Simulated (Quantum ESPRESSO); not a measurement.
**ZnS (F-43m): optical modes of a strained layer**

Aim: strain and stress coefficients of the optical modes of ZnS (F-43m) under biaxial strain in the (001) plane.

Main program and level: Quantum ESPRESSO 7.5; DFT LDA, scalar-relativistic, plane waves, PseudoDojo norm-conserving pseudopotentials.

The database entry behind the starting cell differs from later determinations by our own check (about 0.1 % short), so it need not match the best structure at ambient conditions.

### 1. The relaxed structure

It takes space group F-43m (No. 216, cubic). The conventional cell has a = 5.298 Å, b = 5.298 Å, c = 5.298 Å, α = 90.00°, β = 90.00°, γ = 90.00°. Nearest to Zn lie 4 S at 2.29 Å. Nearest to S lie 4 Zn at 2.29 Å. Farther neighbours and most contacts between anions are not listed.

This is the cell after its relaxation at this level of theory, not the database cell from which that began.

### 2. Strained cells

The in-plane lattice vectors are held at a strain ε, as on a substrate; the length along z is set so that σ_zz vanishes; symmetry keeps the atoms on their sites. Modes are taken without the LO-TO term. Cutoff 92 Ry, k mesh 8×8×8.

From the response at ε = -0.03:

The program printed:

```text
[banners, grids, parts of the stress and lines that vanish by symmetry left out]
Program PHONON v.7.5
     Reading xml data from directory:

[...]
Exchange-correlation= PW
                           (   1   4   0   0   0   0   0)
[...]
kinetic-energy cut-off    =      92.0000  Ry
     charge density cut-off    =     368.0000  Ry
     convergence threshold     =      1.0E-18
[...]
Exchange-correlation= PW
                           (   1   4   0   0   0   0   0)
[...]
q = (   0.0000000   0.0000000   0.0000000 )
      9 Sym.Ops. (with q -> -q+G )
     G cutoff =  470.6139  (  29151 G-vectors)     FFT grid: ( 45, 45, 45)
     number of k points=    59
[...]
Mode symmetry, D_2d (-42m) point group:
[...]
Dielectric constant
[...]
End of electric fields calculation
          Dielectric constant in cartesian axis
          (       6.287716730      -0.000000000      -0.000000000 )
          (      -0.000000000       6.287716730      -0.000000000 )
          (      -0.000000000      -0.000000000       6.548991952 )
          Effective charges (d Force / dE) in cartesian axis without acoustic sum rule applied (asr)
           atom    1  Zn    Mean Z*:        1.88275
      Ex  (        1.82742       -0.00000        0.00000 )
      Ey  (        0.00000        1.82742       -0.00000 )
      Ez  (        0.00000       -0.00000        1.99342 )
           atom    2  S     Mean Z*:       -1.90235
      Ex  (       -1.84828        0.00000        0.00000 )
      Ey  (        0.00000       -1.84828       -0.00000 )
      Ez  (        0.00000        0.00000       -2.01050 )
          Effective charges Sum: Mean:       -0.01960
[...]
Effective charges (d Force / dE) in cartesian axis with asr applied:
           atom    1  Zn    Mean Z*:        1.89255
[...]
atom    2  S     Mean Z*:       -1.89255
[...]
Representation #   1 mode #   1
[...]
End of self-consistent calculation
     Convergence has been achieved
     Representation #   2 mode #   2
[...]
End of self-consistent calculation
     Convergence has been achieved
     Representation #   3 modes #   3   4
[...]
End of self-consistent calculation
     Convergence has been achieved
     Representation #   4 modes #   5   6
[...]
End of self-consistent calculation
     Convergence has been achieved
[...]
Dielectric constant in cartesian axis
          (       6.287716730      -0.000000000      -0.000000000 )
          (      -0.000000000       6.287716730      -0.000000000 )
          (      -0.000000000      -0.000000000       6.548991952 )
          Effective charges (d Force / dE) in cartesian axis without acoustic sum rule applied (asr)
           atom    1  Zn    Mean Z*:        1.88275
      Ex  (        1.82742       -0.00000        0.00000 )
      Ey  (        0.00000        1.82742       -0.00000 )
      Ez  (        0.00000       -0.00000        1.99342 )
           atom    2  S     Mean Z*:       -1.90235
      Ex  (       -1.84828        0.00000        0.00000 )
      Ey  (        0.00000       -1.84828       -0.00000 )
      Ez  (        0.00000        0.00000       -2.01050 )
          Effective charges Sum: Mean:       -0.01960
[...]
Effective charges (d Force / dE) in cartesian axis with asr applied:
           atom    1  Zn    Mean Z*:        1.89255
[...]
atom    2  S     Mean Z*:       -1.89255
[...]
q = (    0.000000000   0.000000000   0.000000000 )
[...]
freq (    1) =      -0.033323 [THz] =      -1.111528 [cm-1]
     freq (    2) =      -0.033323 [THz] =      -1.111528 [cm-1]
     freq (    3) =      -0.032014 [THz] =      -1.067876 [cm-1]
     freq (    4) =       8.942699 [THz] =     298.296333 [cm-1]
     freq (    5) =       8.942699 [THz] =     298.296333 [cm-1]
     freq (    6) =       9.296146 [THz] =     310.086045 [cm-1]
[...]
Mode symmetry, D_2d (-42m) point group:
     freq (   1-   1) =         -1.1  [cm-1]   --> B_2  X_3  W_2   I+R
     freq (   2-   3) =         -1.1  [cm-1]   --> E    X_5  W_3   I+R
     freq (   4-   5) =        298.3  [cm-1]   --> E    X_5  W_3   I+R
     freq (   6-   6) =        310.1  [cm-1]   --> B_2  X_3  W_2   I+R

   JOB DONE.
```

The run at ε = 0.02 is held back.

```csv
ε,ε_zz,"σ_xx (GPa, tension positive)",singlet (cm⁻¹),doublet (cm⁻¹)
-0.03,0.0364,-3.17,310.09,298.30
-0.02,0.0245,-2.04,303.54,296.14
-0.01,0.0123,-0.99,297.30,293.84
0,0.0000,0.00,291.19,291.19
0.01,-0.0126,0.93,285.32,288.32
0.02,-0.0254,1.80,held back,held back
0.03,-0.0384,2.64,274.23,281.82
```

### 3. The fit

Parabolas ω = ω₀ + a ε + b ε² through the other rows:

```
   mode  ω₀ (cm⁻¹)  a (cm⁻¹)  b (cm⁻¹)
singlet      291.2      -597      1069
doublet      291.2      -274     -1267
```

The biaxial modulus, the linear term of σ_xx, is 97 GPa, so the singlet mode moves by a/M = -6.2 cm⁻¹ a GPa of tensile stress. The ratio −ε_zz/ε near zero is 1.25. For ε = 0.02 the fits predict 279.67 and 285.20 cm⁻¹.

### 4. The run that was held back

The program printed:

```text
[banners, grids, parts of the stress and lines that vanish by symmetry left out]
[banner, memory and clock lines left out]
Program PHONON v.7.5

[...]
Exchange-correlation= PW
                           (   1   4   0   0   0   0   0)
[...]
kinetic-energy cut-off    =      92.0000  Ry
     charge density cut-off    =     368.0000  Ry
     convergence threshold     =      1.0E-18
[...]
Exchange-correlation= PW
                           (   1   4   0   0   0   0   0)
[...]
q = (   0.0000000   0.0000000   0.0000000 )
      9 Sym.Ops. (with q -> -q+G )
     G cutoff =  464.8057  (  30309 G-vectors)     FFT grid: ( 45, 45, 45)
     number of k points=    59
[...]
Mode symmetry, D_2d (-42m) point group:
[...]
Dielectric constant
[...]
End of electric fields calculation
          Dielectric constant in cartesian axis
          (       6.434788001       0.000000000      -0.000000000 )
          (      -0.000000000       6.434788001       0.000000000 )
          (       0.000000000       0.000000000       6.270108875 )
          Effective charges (d Force / dE) in cartesian axis without acoustic sum rule applied (asr)
           atom    1  Zn    Mean Z*:        1.93400
      Ex  (        1.97355       -0.00000        0.00000 )
      Ey  (       -0.00000        1.97355       -0.00000 )
      Ez  (        0.00000        0.00000        1.85490 )
           atom    2  S     Mean Z*:       -1.95333
      Ex  (       -1.99233       -0.00000        0.00000 )
      Ey  (        0.00000       -1.99233        0.00000 )
      Ez  (        0.00000       -0.00000       -1.87533 )
[...]
Convergence has been achieved
     Representation #   4 modes #   5   6
[...]
End of self-consistent calculation
     Convergence has been achieved
[...]
Dielectric constant in cartesian axis
          (       6.434788001       0.000000000      -0.000000000 )
          (      -0.000000000       6.434788001       0.000000000 )
          (       0.000000000       0.000000000       6.270108875 )
          Effective charges (d Force / dE) in cartesian axis without acoustic sum rule applied (asr)
           atom    1  Zn    Mean Z*:        1.93400
      Ex  (        1.97355       -0.00000        0.00000 )
      Ey  (       -0.00000        1.97355       -0.00000 )
      Ez  (        0.00000        0.00000        1.85490 )
           atom    2  S     Mean Z*:       -1.95333
      Ex  (       -1.99233       -0.00000        0.00000 )
      Ey  (        0.00000       -1.99233        0.00000 )
      Ez  (        0.00000       -0.00000       -1.87533 )
          Effective charges Sum: Mean:       -0.01933
[...]
Effective charges (d Force / dE) in cartesian axis with asr applied:
           atom    1  Zn    Mean Z*:        1.94367
[...]
atom    2  S     Mean Z*:       -1.94367
[...]
q = (    0.000000000   0.000000000   0.000000000 )
[...]
freq (    1) =      -0.065432 [THz] =      -2.182582 [cm-1]
     freq (    2) =      -0.065432 [THz] =      -2.182582 [cm-1]
     freq (    3) =      -0.065085 [THz] =      -2.170997 [cm-1]
     freq (    4) =       8.384679 [THz] =     279.682798 [cm-1]
     freq (    5) =       8.550402 [THz] =     285.210699 [cm-1]
     freq (    6) =       8.550402 [THz] =     285.210699 [cm-1]
[...]
Mode symmetry, D_2d (-42m) point group:
     freq (   1-   1) =         -2.2  [cm-1]   --> B_2  X_3  W_2   I+R
     freq (   2-   3) =         -2.2  [cm-1]   --> E    X_5  W_3   I+R
     freq (   4-   4) =        279.7  [cm-1]   --> B_2  X_3  W_2   I+R
     freq (   5-   6) =        285.2  [cm-1]   --> E    X_5  W_3   I+R
```

It gives 279.68 and 285.21 cm⁻¹.

### 5. Results

| Property | Result |
| --- | --- |
| strain coefficient of the singlet mode | -597 cm⁻¹ |
| strain coefficient of the doublet mode | -274 cm⁻¹ |
| biaxial modulus | 96.6 GPa |

**Reading.** One per cent of tensile strain moves the singlet mode of ZnS (F-43m) by -6.0 cm⁻¹ and the doublet mode by -2.7 cm⁻¹; the fits miss the run held back by up to 0.01 cm⁻¹. At 3 % strain the quadratic term is 5 % of the linear one for the singlet mode and 14 % for the doublet mode. In a polar crystal the line seen along z is the LO mode, whose shift differs. These are harmonic values at zero temperature, without the LO-TO term, for a homogeneous, dislocation-free layer.

[Host names and launcher messages were left out of these logs when they were recorded.]

[Logs are printed without paths, hosts, clocks, repeated set-up lines and the standing remarks that a program may print on its own settings, such as how far it seeks lower states.]

[Hosts, paths, dates, database ids (printed as entryN), source tags and the programs' standing remarks are cut or masked in the printed files.]
